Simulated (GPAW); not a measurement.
## How SnSe2 absorbs and reflects light

Wanted: where SnSe2 starts to absorb, how strongly, and its refractive index.

Calculated with GPAW 26.7.0; DFT, LDA, plane-wave PAW (GPAW data sets), scalar-relativistic, RPA, optical limit.

This is a report of a sequence of runs, with most program output left out.

### Step 1. The starting structure

The structure is trigonal, space group P-3m1 (No. 164). The conventional cell has a = 3.811 Å, b = 3.811 Å, c = 6.136 Å, α = 90.00°, β = 90.00°, γ = 120.00°. Nearest to Sn lie 6 Se at 2.68 Å. Se has 3 Sn at 2.68 Å nearest. Farther neighbours and most contacts between anions are not listed.

### Step 2. Ground state

The self-consistent density comes first; it also tells whether there is a gap, which decides the occupations and the need for a Drude term.

This step: DFT, LDA, plane-wave PAW (GPAW data sets), scalar-relativistic, ground state (GPAW 26.7.0).

File gs.py:

```python
from ase import Atoms
from ase.dft.bandgap import bandgap
from gpaw import GPAW, PW, FermiDirac

atoms = Atoms(['Sn', 'Se', 'Se'],
              cell=[[3.810999999987, 0.000000000000, 0.000000000000],
                    [-1.905499999994, 3.300422813811, 0.000000000000],
                    [0.000000000000, 0.000000000000, 6.136000000000]],
              scaled_positions=[[0.000000000000, 0.000000000000, 0.000000000000],
                                [0.666666666667, 0.333333333333, 0.751000000000],
                                [0.333333333333, 0.666666666667, 0.249000000000]],
              pbc=[True, True, True])
atoms.calc = GPAW(mode=PW(450), xc='LDA', kpts={'size': (9, 9, 4), 'gamma': True},
                  occupations=FermiDirac(0.05), maxiter=150, txt='gs.txt')
print('energy (eV)', atoms.get_potential_energy())
print('Fermi level (eV)', atoms.calc.get_fermi_level())
print('valence electrons', atoms.calc.get_number_of_electrons())
print('gap (eV)', bandgap(atoms.calc, output=None)[0])
print('direct gap (eV)', bandgap(atoms.calc, direct=True, output=None)[0])
atoms.calc.write('gs.gpw')
```

On the command line:

```console
OMP_NUM_THREADS=1 python gs.py
```

Run time: 18 s. Hardware: 1 thread of Arm Neoverse V1, shared host; peak memory 0.17 GiB.

Read-outs, printed or worked out from the files:

```
energy                 : -13.95 eV
Fermi energy           : 5.209 eV
gap on the k-mesh      : 0.6391 eV
direct gap on the mesh : 0.8802 eV
electrons              : 26
```

There is a gap, 0.64 eV on this mesh (points off the mesh can give less), so no carriers' term is needed.

### Step 3. Bands for the response

The response needs many more empty bands than the density does.

This step: DFT, LDA, plane-wave PAW (GPAW data sets), scalar-relativistic, bands at fixed density (GPAW 26.7.0).

File nscf.py:

```python
from ase.dft.bandgap import bandgap
from gpaw import GPAW, FermiDirac

calc = GPAW('gs.gpw').fixed_density(kpts={'size': (12, 12, 12), 'gamma': True}, nbands=57, convergence={'bands': 51},
                                    occupations=FermiDirac(0.001), txt='nscf.txt')
print('gap (eV)', bandgap(calc, output=None)[0])
print('direct gap (eV)', bandgap(calc, direct=True, output=None)[0])
print('top band over the Fermi level (eV)', min(calc.get_eigenvalues(kpt=k)[50] for k in range(len(calc.get_ibz_k_points()))) - calc.get_fermi_level())
calc.write('full.gpw', mode='all')
```

On the command line:

```console
OMP_NUM_THREADS=1 python nscf.py
```

Wall time 6 min (1 thread); peak memory 0.52 GiB.

Numbers from this step:

* gap on the k-mesh: 0.5806 eV

### Step 4. Dielectric function, RPA

Transitions between filled and empty bands, summed over the zone, give the optical response, so mesh, band count and broadening shape it.

The induced potential is part of this response.

This step: DFT, LDA, plane-wave PAW (GPAW data sets), scalar-relativistic, RPA, optical limit (GPAW 26.7.0).

File df.py:

```python
from gpaw.response.df import DielectricFunction

df = DielectricFunction('full.gpw', frequencies={'type': 'nonlinear', 'domega0': 0.03, 'omega2': 8},
                        ecut=80,
                        eta=0.1,
                        nbands=51,
                        txt='df.txt')
for direction in ['x', 'z']:
    df.get_dielectric_function(xc='RPA', direction=direction, filename=f'df_{direction}.csv')
```

On the command line:

```console
OMP_NUM_THREADS=1 python df.py
```

It took 56 s on 1 thread; peak memory 0.65 GiB.

Read-outs, printed or worked out from the files:

```
electronic dielectric constant ε∞, mean over x, y and z (by symmetry where fewer were run) : 10.68
centre of weight of the strongest loss peak in the window                                  : 17.41 eV
```

The Im ε has structure finer than the step of the table below, so its rows give means over 1 eV, whole bins alone (the curve runs from 0 to 28.9 eV). Peaks (eV: height): E ∥ x 4.1: 16.9, 4.8: 15.7; E ∥ z 1.5: 11.1, 5.2: 6.83, 9.0: 6.08.

Sum at mesh points, not converged in k; values under the direct gap are tails of Lorentzian lines. The Im ε by photon energy; means over each step:

```csv
photon energy (eV),E ∥ x,E ∥ z
1,1.28,2.42
2,5.58,8.05
3,9.03,2.39
4,13.4,2.43
5,12.1,5.77
6,7.91,5.34
7,4.65,4.58
8,2.94,3.48
9,3.01,5.54
10,2.09,4.67
11,1.52,3.56
12,1.08,2.13
13,0.848,1.25
14,0.808,0.928
15,0.653,0.744
16,0.487,0.569
17,0.352,0.467
18,0.311,0.368
19,0.320,0.289
20,0.272,0.240
21,0.261,0.214
22,0.231,0.186
23,0.207,0.189
24,0.198,0.206
25,0.229,0.269
26,0.277,0.293
27,0.299,0.321
28,0.224,0.262
```

Sum at mesh points, not converged in k. Reflectivity at normal incidence against photon energy; read off at these points:

```
photon energy (eV)  E ∥ x (%)  E ∥ z (%)
               0.0       29.4       25.6
               1.0       32.3       28.7
               1.5       34.5       39.1
               2.0       32.8       33.7
               3.0       37.1       11.9
               4.0       43.7       20.8
               4.2       46.5       20.8
               5.0       50.0       27.4
               6.0       48.1       26.4
               7.0       50.9       22.9
               7.4       54.7       25.4
               8.0       35.3       18.1
               9.0       37.9       30.0
               9.3       43.2       31.4
              10.0       41.8       33.1
              10.3       43.8       34.4
              11.0       40.3       34.6
              12.0       40.4       46.0
              12.3       36.2       46.8
              13.0       34.5       44.4
              14.0       25.3       36.1
              15.0       31.4       35.4
              16.0       27.7       34.5
              17.0       22.1       26.2
              18.0       13.8       22.0
              19.0       8.43       15.2
              20.0       7.37       9.75
              21.0       5.73       6.35
              22.0       4.06       3.90
              23.0       3.35       2.86
              24.0       2.02       1.86
              25.0       1.72       1.70
              26.0       1.74       1.92
              27.0       2.45       2.61
              28.0       2.76       3.27
```

Sum at mesh points, not converged in k; values under the direct gap are tails of Lorentzian lines. Loss function −Im 1/ε at q → 0 against energy loss; read off at these points:

```
energy loss (eV)    E ∥ x    E ∥ z
             0.0        0        0
             1.0  0.00381  0.00971
             2.0   0.0316   0.0874
             3.0   0.0307    0.147
             4.0   0.0503   0.0588
             5.0   0.0765   0.0923
             6.0    0.109    0.162
             7.0    0.143    0.190
             8.0    0.311    0.231
             9.0    0.269    0.160
            10.0    0.304    0.204
            11.0    0.422    0.257
            12.0    0.605    0.282
            13.0    0.839    0.425
            14.0     1.11    0.750
            15.0     1.22    0.903
            16.0     1.89     1.33
            17.0     2.79     1.94
            17.3     2.99     2.28
            18.0     2.44     2.60
            18.4     2.11     3.00
            19.0     1.65     2.73
            20.0     1.49     1.88
            21.0     1.21     1.21
            22.0    0.868    0.760
            23.0    0.726    0.597
            24.0    0.501    0.478
            25.0    0.503    0.542
            26.0    0.547    0.581
            27.0    0.686    0.723
            28.0    0.668    0.809
```

The Im ε, E ∥ x has structure finer than the step of the table below, so its rows give means over 1 eV, whole bins alone (the curve runs from 0 to 28.9 eV). Peaks (eV: height): without local fields 3.4: 17.3, 4.1: 20.4, 4.8: 18.5; with local fields 4.1: 16.9, 4.8: 15.7.

Sum at mesh points, not converged in k; values under the direct gap are tails of Lorentzian lines. Table of Im ε, E ∥ x by photon energy; means over each step:

```
photon energy (eV)  without local fields  with local fields
                 1                  1.33               1.28
                 2                  6.13               5.58
                 3                  11.4               9.03
                 4                  16.3               13.4
                 5                  14.0               12.1
                 6                  7.66               7.91
                 7                  4.08               4.65
                 8                  3.76               2.94
                 9                  3.52               3.01
                10                  2.23               2.09
                11                  1.58               1.52
                12                  1.13               1.08
                13                 0.956              0.848
                14                 0.815              0.808
                15                 0.520              0.653
                16                 0.397              0.487
                17                 0.329              0.352
                18                 0.284              0.311
                19                 0.230              0.320
                20                 0.192              0.272
                21                 0.174              0.261
                22                 0.152              0.231
                23                 0.137              0.207
                24                 0.123              0.198
                25                 0.166              0.229
                26                 0.270              0.277
                27                 0.247              0.299
                28                 0.135              0.224
```

Optical constants at common wavelengths, from n + ik = √ε:

```
wavelength (nm)   n x    k x  R (%) x   1/α x   n z    k z  R (%) z   1/α z
           1550  3.52  0.046     31.0  2.7 µm  3.29  0.152     28.5  811 nm
           1064  3.74  0.233     33.6  363 nm  3.55  0.231     31.6  366 nm
            450  3.60  0.881     34.3   41 nm  1.78  0.829     15.4   43 nm
            405  3.93  1.115     38.5   29 nm  1.91  0.502     12.3   64 nm
            365  3.71  1.818     41.8   16 nm  2.08  0.416     13.9   70 nm
            248  2.32  2.744     50.0  7.2 nm  2.60  1.168     27.4   17 nm
            193  1.44  2.257     47.8  6.8 nm  1.88  1.262     23.9   12 nm
```

Below the direct gap, k and the depth come from the tails of the Lorentzian lines, not from transitions.

Rows near the edge hang on the gap, which this functional as a rule makes too small, and phonon-assisted absorption is left out.

### Step 5. What came out

```yaml
electronic_dielectric_constant_eps_infinity_mean_over_x_y_and_z_by_symmetry_where_fewer_were_run_rpa: 10.7
centre_of_weight_of_the_strongest_loss_peak_in_the_window_first_axis: 17.4 eV
```

What this shows: At this level (LDA, RPA) SnSe2 has a mean ε∞ = 10.7 and n = 3.52 at 1550 nm (E ∥ x). On the mesh the gap is 0.58 eV and the least direct gap 0.88 eV, so on this mesh the band edges lie at different points. Local fields change the static value along x from 12.79 to 11.38 (-11 %). The static values by axis are 11.38 (x), 9.29 (z). Excitons and phonon-assisted transitions are missing; LDA gaps are as a rule too small, which pulls the onset down and ε∞ up. Spin-orbit coupling is left out although heavy atoms are present. The curves end at 29 eV, about where the summed bands run out. The sum runs over mesh points 0.16 Å⁻¹ apart with no interpolation, so peaks are partly noise of the mesh; over so small a direct gap single mesh points weigh heavily, so ε∞, n and their changes from run to run can be far off.

[Machine, clock and banner lines and Python warnings are left out of the logs.]

[Logs are printed without paths, hosts, clocks, repeated set-up lines and the standing remarks that a program may print on its own settings, such as how far it seeks lower states.]

[Hosts, paths, dates, database ids (printed as entryN), source tags and the programs' standing remarks are cut or masked in the printed files.]
